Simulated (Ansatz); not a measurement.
# Rh wire along [100], 13 atoms a period: bands along the axis, part 2 of 2

What gap, if any, does the Rh wire along [100], 13 atoms a period have, and how many channels would it open?

Ansatz 0.2.0; DFT PBE, plane waves, PAW; relaxation of a wire's period; PAW set soft_1 (the session's first sound run).

So far: The structure; Relaxing the period.

## Step 2: Relaxing the period (continued)

Relaxation path:

| step | energy less that of the first step (eV) | largest force component (eV/Å) | pressure (GPa) | volume (Å³) |
| --- | --- | --- | --- | --- |
| 1 | 0.0000 | 2.1045 | -3.96 | 800.82 |
| 2 | -1.6237 | 0.1878 | -0.01 | 784.76 |
| 3 | -1.5033 | 0.4857 | -1.04 | 812.18 |
| 4 | -1.6480 | 0.1414 | 0.06 | 797.06 |
| 5 | -1.6512 | 0.0408 | -0.02 | 797.70 |
| 6 | -1.6518 | 0.0148 | -0.01 | 797.00 |
| 7* | -1.6511 | 0.0147 | 0.00 | 797.00 |

Relaxation steps marked * repeat the geometry before them on a plane-wave basis chosen anew for their cell, so energy and pressure can jump there. Relaxation step 3 was tried and not accepted.

Forces are held to the 16 operations that the run works with; a distortion that breaks them can't arise in this run.

| cell as run | before | after | change |
| --- | --- | --- | --- |
| c (Å) | 3.830 | 3.812 | -0.5 % |

The atoms that moved most (Å, along periodic axes as changes of fractional coordinates times the final cell, across vacuum about the mean position):

| atom | dx | dy | dz | length |
| --- | --- | --- | --- | --- |
| Rh6 | 0.000 | -0.229 | 0.000 | 0.229 |
| Rh9 | -0.229 | 0.000 | 0.000 | 0.229 |
| Rh4 | 0.000 | 0.229 | 0.000 | 0.229 |
| Rh1 | 0.229 | 0.000 | 0.000 | 0.229 |
| Rh3 | 0.102 | -0.102 | 0.000 | 0.144 |
| Rh7 | -0.102 | 0.102 | 0.000 | 0.144 |
| Rh8 | -0.102 | -0.102 | 0.000 | 0.144 |
| Rh2 | 0.102 | 0.102 | 0.000 | 0.144 |

Numbers from this step:

| Item | Value |
| --- | --- |
| energy at zero smearing | -83222.0638 eV |
| cell length along the wire | 3.812 Å |

The cell's length comes to 3.812 Å with spin left out.

## Step 3: The perfect wire

This step: DFT PBE, plane waves, PAW; bands of a perfect wire; PAW set soft_1 (Ansatz 0.2.0).

At the relaxed period the bands are computed along the axis; those that cross an energy going forward count the channels that a perfect wire would open there.

Input file input.yaml:

```yaml
crystal:
  lattice:
    - [14.46, 0.0, 0.0]
    - [0.0, 14.46, 0.0]
    - [0.0, 0.0, 3.8117134195]
  atoms:
    - { symbol: Rh, position: [0.251001347, 0.5, 0.0] }
    - { symbol: Rh, position: [0.374613039, 0.374613039, 0.0] }
    - { symbol: Rh, position: [0.374613039, 0.625386961, 0.0] }
    - { symbol: Rh, position: [0.5, 0.251001347, 0.0] }
    - { symbol: Rh, position: [0.5, 0.5, 0.0] }
    - { symbol: Rh, position: [0.5, 0.748998653, 0.0] }
    - { symbol: Rh, position: [0.625386961, 0.374613039, 0.0] }
    - { symbol: Rh, position: [0.625386961, 0.625386961, 0.0] }
    - { symbol: Rh, position: [0.748998653, 0.5, 0.0] }
    - { symbol: Rh, position: [0.365169488, 0.5, 0.5] }
    - { symbol: Rh, position: [0.5, 0.365169488, 0.5] }
    - { symbol: Rh, position: [0.5, 0.634830512, 0.5] }
    - { symbol: Rh, position: [0.634830512, 0.5, 0.5] }
kpoints:
  mp_grid: { grid: [1, 1, 21] }
  band_path: { path: ["Γ", Z], npoints: 90 }
scf:
  occupations: { method: fermi_dirac, width: 0.05 }
hamiltonian:
  xc: pbe
  pseudopotentials: { kind: paw, azcp: { folder: soft_1 } }
output:
  dos: { e_range: [-5, 4] }
  write_potential: true
  write_density: true
  volumetric_format: npy
```

The run is started by

```bash
$ ansatz run input.yaml --threads 4 --pin off --max-ram 16384MiB --backend cpu --events-out ev --progress --plain --runs-dir out
```

Numbers of over 12 decimals in the logs are rounded to 6 here.

What it wrote:

```text
[...]
Crystal: 13 atoms, lattice volume = 796.997 Å³
Basis set: ecut = 420 eV, 15609 PW (Γ)
Bands: 133, of which v1, the nominal top of the filled ones, is band 111 counted from 1 (110 counted from 0)
Symmetry: 16 space group operations
[...]
k-points: 11 of 21
[...]
SCF iter   1: F=—  HF=-83228.428014 eV  |F-HF|=—  |Δ(HF+E_count)|=         —  Δρ=4.35e-2  dr2=2.61e1  ethr=3.10e-3  ⟨swp⟩=8.2  Hψ=6266  notcnv=0  defer=10
[...]
SCF iter  11: F=-83222.176327 eV  HF=-83222.176327 eV  |F-HF|=2.84e-9  |Δ(HF+E_count)|=   1.11e-7  Δρ=1.81e-6  dr2=3.38e-8  ethr=4.52e-11  ⟨swp⟩=13.0  Hψ=4440  notcnv=0
SCF 1 converged in 11 iterations: F = -83222.176327 eV  dr2 = 3.38e-8
[...]
NSCF: frozen V_eff on 91 k-points
WARN: The output density's exchange-correlation potential varies sharply where the density is thin. Do not read a vacuum level from v_tot or v_xc, or from such a field of the output density. On a cell that repeats whose density bears no net charge and no dipole along the vacuum's axis use v_es (v_loc + v_h of the components); under efield.dipole_correction with no amplitude use v_es + v_field, which holds any externa [...]
SCF converged after 11 iterations
Free energy (F): -83222.176327 eV
[...]
Internal energy: -83221.951422 eV  (E = F + TS)
E sigma→0 (E₀):  -83222.063874 eV
Entropy (-TS):   -0.224905 eV (-17.300 meV/atom)
Fermi energy:    1.756153 eV
[...]
--- Band table (eV; the first three rows and the last of 11) ---
  k-point 0: bands = [... 107 lower, 1.7251, 1.7407, 1.7761, 1.7761, 1.9799, 2.0639, 2.0970, 2.0970, ... 18 higher]
  k-point 1: bands = [... 107 lower, 1.6909, 1.7176, 1.7373, 1.7373, 1.9667, 2.0801, 2.1236, 2.1236, ... 18 higher]
  k-point 2: bands = [... 107 lower, 1.6173, 1.6593, 1.6627, 1.6627, 1.9312, 2.1036, 2.1560, 2.1560, ... 18 higher]
  k-point 10: bands = [... 107 lower, 1.5236, 1.5976, 1.6759, 1.6759, 1.8175, 1.8896, 2.0744, 2.0864, ... 18 higher]
```

It took 2.2 min on 4 threads of Arm Neoverse V1, shared host; peak memory 4.9 GiB.

This step gave:

```
energy at zero smearing : -83222.0639 eV
band gap                : 0 eV
```

The electronic bands at the labelled points (eV, zero at the Fermi level; # counts the bands kept):

| point | #55 | #56 | #57 | #58 | #59 | #60 | #61 | #62 |
| --- | --- | --- | --- | --- | --- | --- | --- | --- |
| Γ | -0.03 | -0.02 | 0.02 | 0.02 | 0.22 | 0.31 | 0.34 | 0.34 |
| halfway | -0.16 | -0.16 | -0.09 | 0.04 | 0.07 | 0.15 | 0.17 | 0.17 |
| Z | -0.23 | -0.17 | -0.08 | -0.08 | 0.06 | 0.13 | 0.32 | 0.34 |

Between Γ and Z the bands cross the Fermi level 4 times, so a perfect wire would conduct at least 4 G₀, with spin left out.

## Step 4: Outcome

* cell length, PBE: 3.812 Å
* ballistic conductance by band crossings, a lower bound, PBE: 4 G₀

In words: Under PBE the cell's length is 3.81 Å, and the bands cross the Fermi level 4 times between Γ and Z, which gives a perfect wire at least 4 G₀ (opposite crossings within one step of the path cancel in such a count). No spin was allowed, though thin wires with open d shells can turn magnetic.

[Logs are printed without paths, hosts, clocks, repeated set-up lines and the standing remarks that a program may print on its own settings, such as how far it seeks lower states.]

[Hosts, paths, dates, database ids (printed as entryN), source tags and the programs' standing remarks are cut or masked in the printed files.]
